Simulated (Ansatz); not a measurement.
System: MgAl2C2 (P-3m1).

The structure is trigonal, space group P-3m1 (No. 164). The conventional cell has a = 3.377 Å, b = 3.377 Å, c = 5.817 Å, α = 90.00°, β = 90.00°, γ = 120.00°. Nearest to Mg lie 6 C at 2.51 Å. Nearest to Al lie 4 C at 2.00 to 2.20 Å. Nearest to C lie 4 Al at 2.00 to 2.20 Å and 3 Mg at 2.51 Å. Farther neighbours, and contacts between anions beyond the nearest, are not listed.

```
Mg Al C
1.0
     3.37700    0.00000    0.00000
    -1.68850    2.92457    0.00000
     0.00000    0.00000    5.81700
Mg Al C
1 2 2
Direct
  0.00000 0.00000 0.00000
  0.33333 0.66667 0.35070
  0.66667 0.33333 0.64930
  0.33333 0.66667 0.72899
  0.66667 0.33333 0.27101
```

Geometry: measured cell, ions relaxed with r2SCAN. The runs that relaxed it are not among those shown. PAW set soft_2, made with PBE.

Gaps computed with Ansatz 0.2.0 without a self-energy: LDA 1.76 eV, r2SCAN 2.15 eV and HSE06 2.52 eV.

**Question.** Estimate the G0W0@r2SCAN gap with 6×6×4 mesh, 368 empty bands, screening to 200 eV, default PAW files.

About 2.68 eV: on its mesh the run moves the gap from 2.25 eV by +0.53 eV, and the mesh misses the edges by 0.10 eV. Among the scalar-relativistic levels given, HSE06 is nearest (−0.16 eV). Bands and cutoff are finite, so the gap stands short of the basis limit, usually by up to a few tenths of an eV; the mesh is an error of its own.

[Long decimals in the printed logs are rounded to 6 places.]

[Logs are printed without paths, hosts, clocks, repeated set-up lines and the standing remarks that a program may print on its own settings, such as how far it seeks lower states.]

[Paths, hosts, dates, memory and timing lines, banners, echoed tables and standing remarks are left out of the program output; an Ansatz launch command may be rebuilt from the run's recorded settings. Measured values are a selection of at most five: reports struck by readers or far from the other reports are left out. None is set beside runs whose start may be inverted or whose files or cutoffs have a known fault.]

[Runs of the session that timed out or met a known fault of the program may be left out.]

[Cells called generated may have been cut or substituted from an entry of the Crystallography Open Database or the Materials Project.]

[Hosts, paths, dates, database ids (printed as entryN), source tags and the programs' standing remarks are cut or masked in the printed files.]

[Where the starting crystal was built by hand or by swapping elements, it need not be the compound's stable phase.]
